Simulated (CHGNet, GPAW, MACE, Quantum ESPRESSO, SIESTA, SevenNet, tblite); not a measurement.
# Twisted Ti3C2O2 MXene bilayer, 38.21° (98 atoms): one structure in several programs

How near do other programs and methods come to a plane-wave reference for twisted Ti3C2O2 MXene bilayer, 38.21° (98 atoms)? A plane-wave run serves as the reference.

Calculated with Quantum ESPRESSO 7.5; Kohn-Sham DFT, PBE, SSSP efficiency 1.3.0 pseudopotentials, plane waves.

## (1) Set-up

The cell holds 98 atoms: 42 Ti, 28 C and 28 O. Cell: a = 8.043 Å, b = 8.043 Å, c = 30.650 Å, α = 90.0°, β = 90.0°, γ = 120.0°. It derives from Ti3C2O2 (Ti3C2O2 MXene). Ti3C2O2 MXene (a = 3.04 Å) under Ti3C2O2 MXene (a = 3.04 Å), bilayer, commensurate cell of 7 unit cells a layer, twist 38.21 deg; facing planes 2.85 Å apart; 14 Å of vacuum; layers as built, displaced by a Gaussian of 0.01 Å. Then every atom was moved at random, 0.02 Å r.m.s. a Cartesian component. Regions: layer 1, 49 atoms (21 Ti, 14 C and 14 O); layer 2, 49 atoms (21 Ti, 14 C and 14 O). Vacuum lies along c.

## (2) The reference run

The input, pw.in:

```
&control
  calculation = 'scf'
  pseudo_dir = './pseudo'
  outdir = './tmp'
  disk_io = 'none'
  tprnfor = .true.
/
&system
  ibrav = 0
  nat = 98
  ntyp = 3
  ecutwfc = 60
  ecutrho = 480
  nosym = .true.
  occupations = 'smearing'
  smearing = 'fd'
  degauss = 0.003675
/
&electrons
  conv_thr = 4.9e-07
  electron_maxstep = 100
  mixing_beta = 0.2
  mixing_mode = 'local-TF'
  diagonalization = 'david'
/
ATOMIC_SPECIES
Ti 47.867 Ti.upf
C 12.011 C.upf
O 15.999 O.upf
CELL_PARAMETERS angstrom
8.04310 0.00000 0.00000
-4.02155 6.96553 0.00000
0.00000 0.00000 30.65000
ATOMIC_POSITIONS crystal
Ti 0.00315 0.00182 0.34185
C 0.19096 0.23715 0.38285
C 0.23271 0.04669 0.29955
Ti 0.23658 0.04946 0.42394
Ti 0.19045 0.23454 0.25725
O 0.00197 0.99989 0.45371
O 0.99747 0.00325 0.22857
Ti 0.14049 0.42358 0.34217
C 0.33444 0.66598 0.38285
C 0.37835 0.47297 0.29967
Ti 0.37997 0.47394 0.42400
Ti 0.33756 0.66836 0.25787
[... 82 atom lines left out ...]
Ti 0.95056 0.75929 0.74210
Ti 0.91191 0.52949 0.57682
O 0.13853 0.70866 0.77146
O 0.14384 0.71180 0.54521
K_POINTS gamma
```

Command:

```sh
$ OMP_NUM_THREADS=1 mpirun -np 4 pw.x -in pw.in > output.txt
```

Output:

```text
Program PWSCF
     gamma-point specific algorithms are used
     one sub-group per band group will be used
     scalapack distributed-memory algorithm (size of sub-group:  2*  2 procs)
     Parallelization info
     sticks:   dense  smooth     PW     G-vecs:    dense   smooth      PW
     Min        1900     956    237               514200   181876   22727
     Max        1903     960    240               514225   181880   22764
     Sum        7603    3829    955              2056825   727509   90989
     bravais-lattice index     =            0
     lattice parameter (alat)  =      15.1993  a.u.
     unit-cell volume          =   11587.8994 (a.u.)^3
     number of atoms/cell      =           98
     number of atomic types    =            3
[... lines left out ...]
     number of k points=     1  Fermi-Dirac smearing, width (Ry)=  0.0037
[... lines left out ...]
     total energy              =   -6708.66374392 Ry
[... lines left out ...]
     total energy              =   -6693.66894504 Ry
[... lines left out ...]
     total energy              =   -6701.53786115 Ry
[... lines left out ...]
     c_bands:  4 eigenvalues not converged
[... lines left out ...]
     c_bands:  1 eigenvalues not converged
[... lines left out ...]
     total energy              =   -6699.50709459 Ry
[... lines left out ...]
     total energy              =   -6699.50709473 Ry
     estimated scf accuracy    <       0.00000079 Ry
     iteration # 49     ecut=    60.00 Ry     beta= 0.20
     negative rho (up, down):  4.920E-02 0.000E+00
     End of self-consistent calculation
          k = 0.0000 0.0000 0.0000 ( 45495 PWs)   bands (ev):
   -52.5269 -52.4878 -52.4491 -52.4457 -52.4403 -52.4155 -52.4083 -52.4066
   -52.3985 -52.3932 -52.3919 -52.3797 -52.3772 -52.3695 -52.3656 -52.3615
   -52.3611 -52.3604 -52.3586 -52.3504 -52.3178 -52.3136 -52.3025 -52.3016
[...]
7.2642   7.2669   7.2715   7.2819   7.2886   7.2938   7.3477   7.3650
     7.3678   7.3791   7.3880   7.3910   7.3972   7.4211   7.4223   7.4276
     7.4414   7.4687   7.6650   7.6931   7.7098   7.7202
     the Fermi energy is     5.7052 ev
!    total energy              =   -6699.50709467 Ry
     estimated scf accuracy    <       0.00000033 Ry
     smearing contrib. (-TS)   =      -0.03147685 Ry
     internal energy E=F+TS    =   -6699.47561782 Ry
     The total energy is F=E-TS. E is the sum of the following terms:
     one-electron contribution =  -58153.76719341 Ry
     hartree contribution      =   29245.56761011 Ry
     xc contribution           =   -1095.99692898 Ry
     ewald contribution        =   23744.15383925 Ry
     one-center paw contrib.   =    -439.43294478 Ry
     convergence has been achieved in  49 iterations
     negative rho (up, down):  4.920E-02 0.000E+00
     Forces acting on atoms (cartesian axes, Ry/au):
     atom    1 type  1   force =    -0.00258043    0.00164804   -0.01947615
     atom    2 type  2   force =    -0.00805415   -0.02070773   -0.01608862
     atom    3 type  2   force =    -0.00145406   -0.01509389    0.01255427
[...]
atom   97 type  3   force =     0.00349187    0.01883173    0.02813557
     atom   98 type  3   force =    -0.00590426   -0.00402809   -0.00258909
     Total force =     0.250639     Total SCF correction =     0.002168
     Message from routine punch:
     Nothing written, as per user request (disk_io='none')
```

The job ended after 24 min (4 MPI ranks of Arm Neoverse V2, shared host; peak memory 6.6 GiB; 1.6 h of CPU time).

Banners, paths, timers and routine set-up lines are dropped from the logs unmarked, and long logs keep their key lines alone; longer cuts are marked.

Numbers from this run:

| Property | Result |
| --- | --- |
| r.m.s. force component | 0.3758 eV/Å |
| longest force | 1.14 eV/Å |

## (3) Structure statistics

Normalised to the volume that the atoms fill. g(r), total and by pair (bins of 0.2 Å):

```
r (Å)  total  Ti-Ti   Ti-C  Ti-O    C-C   C-O   O-O
 1.80   0.05   0.00   0.00  0.20   0.00  0.00  0.00
 2.00   1.87   0.00   0.17  7.46   0.00  0.00  0.00
 2.20   3.05   0.00  12.46  0.00   0.00  0.00  0.00
 2.40   0.00   0.00   0.00  0.00   0.00  0.00  0.00
 2.60   0.00   0.00   0.00  0.00   0.00  0.00  0.00
 2.80   0.94   0.00   0.00  0.00   0.00  5.70  0.13
 3.00   3.34   8.19   0.00  0.00  12.72  0.00  9.81
 3.20   0.62   2.42   0.00  0.00   1.63  0.00  0.55
 3.40   0.23   0.00   0.00  0.78   0.00  0.00  0.44
 3.60   0.75   0.00   0.60  2.27   0.00  0.00  0.56
 3.80   1.11   0.00   4.34  0.20   0.00  0.00  0.00
 4.00   0.08   0.00   0.00  0.16   0.00  0.26  0.00
 4.20   0.56   0.23   0.00  0.23   0.17  2.35  0.73
 4.40   0.60   1.88   0.00  0.22   2.20  0.00  0.32
 4.60   0.82   0.04   0.00  3.32   0.00  0.00  0.00
 4.80   2.30   0.08   6.82  2.45   0.00  0.00  0.22
 5.00   0.69   0.12   0.83  0.14   0.00  2.36  0.55
 5.20   1.80   3.44   0.00  0.25   4.76  3.13  2.54
 5.40   0.69   2.46   0.00  0.05   1.65  0.15  0.89
 5.60   0.08   0.03   0.00  0.12   0.00  0.26  0.07
 5.80   0.26   0.13   0.01  0.12   0.00  1.09  0.32
 6.00   0.73   1.23   0.13  0.28   1.88  0.51  2.01
 6.20   0.79   1.05   0.11  1.66   0.54  0.33  0.77
 6.40   1.40   0.07   3.19  2.33   0.00  0.15  0.16
 6.60   1.00   0.14   1.37  0.27   0.00  3.37  0.27
 6.80   0.79   2.08   0.08  0.20   1.90  1.03  0.23
 7.00   0.84   0.57   0.20  2.56   0.02  0.12  0.51
 7.20   0.71   0.13   2.39  0.24   0.06  0.20  0.00
```

Bonds by pair of elements; cutoffs follow the first minimum of g(r), held within bounds set by covalent radii, and pairs that aren't listed don't count as bonded:

```
pair A-B  cutoff (Å)  bonds  mean length (Å)  spread (Å)  shortest (Å)  B about A  A about B
    Ti-C        2.64    168             2.17       0.033          2.08          4          6
    Ti-O        2.64     84             1.97       0.034          1.88          2          3
```

How many atoms have how many bonded neighbours:

```
element  mean   3   6
      C     6   0  28
      O     3  28   0
     Ti     6   0  42
```

## (4) What was run beside it

The programs:
- CHGNet: machine-learned potential, published weights.
- GPAW 26.7.0: PAW with atomic orbitals (LCAO), plane waves or a real-space grid of spacing h.
- MACE: machine-learned potential, published weights.
- SIESTA 5.4.2: numerical atomic orbitals, whose automatically made sets are far from complete, with PseudoDojo norm-conserving potentials that we converted to its format (checked against plane waves on the same files for H, C, O, Si, Ge and Ca alone); labels give functional, basis size, energy shift and mesh cutoff.
- SevenNet: machine-learned potential, published weights.
- tblite 0.8.0: extended tight binding, driven from Python.

All use the same cell and atoms; the electronic-structure runs use the same k-mesh, and an electronic temperature of 580 K (0.05 eV) where levels are smeared.

Differences are against the plane-wave reference, forces as r.m.s. over components; share is that over the reference's r.m.s. force, slope the least-squares factor from reference forces to these. Total energies of different programs have different zeros and aren't compared.

```
                                                 run  Δ force, r.m.s. (meV/Å)  share (%)  slope  cores  CPU time  memory (GiB)
                                           reference                        -          -      -      4     1.6 h           6.6
                             CHGNet r2SCAN potential                      278       74.0  0.315      1     3.9 s           1.3
                    GPAW PBE, grid h 0.24 Å (coarse)                      335       89.3  0.870      4    33 min           2.6
                        GPAW PBE, plane waves 600 eV                     36.9       9.81  1.030      4    36 min           3.8
                         MACE MPA-0 medium potential                      272       72.4  0.784      1     8.2 s           1.2
        SIESTA PBE, DZP, shift 0.005 Ry, mesh 500 Ry                     93.9       25.0  1.088      4    22 min           3.4
SIESTA PBE, DZP, shift 0.01 Ry, mesh 150 Ry (coarse)                     65.5       17.4  1.069      2   4.3 min          0.92
         SIESTA PBE, DZP, shift 0.01 Ry, mesh 500 Ry                     62.9       16.7  1.073      4    15 min           2.9
SIESTA PBE, SZP, shift 0.01 Ry, mesh 500 Ry (coarse)                      124       32.9  1.109      2    12 min           2.2
                             SevenNet l3i5 potential                      263       70.0  0.794      1      10 s           1.9
                                     tblite GFN1-xTB                      467        124  0.372      1      15 s          0.14
```

Rows marked coarse were listed beforehand as settings not expected to be converged; some can still land near the reference.

Times of the machine-learned potentials are mostly Python's start and the loading of weights.

CPU time is summed over cores on a shared host, where runs went side by side, so it is rough. Symmetry, cutoffs, thresholds, outputs and thread counts weren't matched or tuned between programs; memory under MPI is the largest rank's times the ranks.

Runs without a result: GPAW PBE, LCAO dzp, h 0.18 Å (cut off at its time limit of 22 min); GPAW revPBE, LCAO dzp, h 0.18 Å (cut off at its time limit of 22 min); GPAW PBE, LCAO szp(dzp), h 0.18 Å (cut off at its time limit of 11 min).

Mean charges by element (e), by run and scheme:

```
                                         run     scheme     Ti      C      O
SIESTA PBE, DZP, shift 0.005 Ry, mesh 500 Ry  Hirshfeld  +0.36  -0.30  -0.23
 SIESTA PBE, DZP, shift 0.01 Ry, mesh 500 Ry  Hirshfeld  +0.34  -0.29  -0.22
                             tblite GFN1-xTB   Mulliken  +0.48  -0.25  -0.48
```

Within one program, basis, potentials and functional, energies share a zero. Each run against its twin at the usual cutoff or grid and solver:

```
                                        run                             twin  Δ energy (meV/atom)  Δ force, r.m.s. (meV/Å)         CPU time over the twin's
SIESTA PBE, DZP, shift 0.01 Ry, mesh 150 Ry  DZP, shift 0.01 Ry, mesh 500 Ry               -0.854                     24.0  0.29 (this twin ran on 4 cores)
```

## (5) Results

```yaml
reference_r_m_s_force_component: 0.376 eV/Å
nearest_in_forces: GPAW PBE, plane waves 600 eV, 9.8 %
farthest_in_forces: tblite GFN1-xTB, 124 %
cheapest_electronic_structure_run_beside_the_reference: tblite GFN1-xTB, 15 s of CPU time
```

What this shows: PBE on plane waves or a grid with other potentials, cutoffs or grids, coarse settings apart, differs from the reference by 9.8 % (GPAW PBE, plane waves 600 eV) of the r.m.s. force; potentials, valence shells or grid differ, and the table alone doesn't part them. The PBE runs in local orbitals, coarse settings apart, differ by 17 % (SIESTA PBE, DZP, shift 0.01 Ry, mesh 500 Ry) to 25 % (SIESTA PBE, DZP, shift 0.005 Ry, mesh 500 Ry); basis, grid and potentials can all enter. Tight binding differs by 124 % (tblite GFN1-xTB); it is another model, with fitted parameters of its own, and the xTB methods hold dispersion. Machine-learned potentials differ by 70 % (SevenNet l3i5 potential) to 74 % (CHGNet r2SCAN potential); they were trained on other programs' data, some at another functional. Among those trained on PBE data the slope goes as low as 0.78, with a correlation of 0.75, so directions differ as well as sizes. tblite GFN1-xTB needed 92 SCF steps, so its time overstates the method's usual cost. Runs with settings chosen to be coarse differ by 17 % (SIESTA PBE, DZP, shift 0.01 Ry, mesh 150 Ry) to 89 % (GPAW PBE, grid h 0.24 Å), their programs' other errors included. Of the electronic-structure runs that take under half the reference's CPU time, GPAW PBE, plane waves 600 eV comes nearest, at 9.8 % in 36 min against 1.6 h. SIESTA PBE, SZP, shift 0.01 Ry, mesh 500 Ry stiffens the forces by a factor of 1.11 while following their directions (correlation 0.963); the slopes of the 4 SIESTA runs lie between 1.07 and 1.11. Charges hang on model, scheme and program or settings: among these rows the mean for O runs from -0.48 to -0.22 e. In the reference: levels near the Fermi energy are neither full nor empty under the smearing, so no gap is quoted. In the reference: first main peaks of g(r), for some of the pairs, lie near 3.06 Å (Ti-Ti), 2.17 Å (Ti-C), 1.97 Å (Ti-O), 3.06 Å (C-C), 2.80 Å (C-O) and 3.04 Å (O-O). Periodic xTB results under one method name differ between programs and library versions. Machine-learned potentials mimic data converged in k, so the reference's own k-point error enters their differences. The reference's PBE has no dispersion term, which matters for the binding between molecules or layers. The runs have no spin polarisation, so any moments at edges, vacancies or dangling bonds can't form. The electronic-structure runs sample only Γ, in a cell whose shortest periodic width is 7 Å, which is coarse for a cell with partly filled levels.

[Also dropped from logs without a mark: logging warnings of Python, and SIESTA's first energy breakdown and zero terms.]

[Logs are printed without paths, hosts, clocks, repeated set-up lines and the standing remarks that a program may print on its own settings, such as how far it seeks lower states.]

[Hosts, paths, dates, database ids (printed as entryN), source tags and the programs' standing remarks are cut or masked in the printed files.]
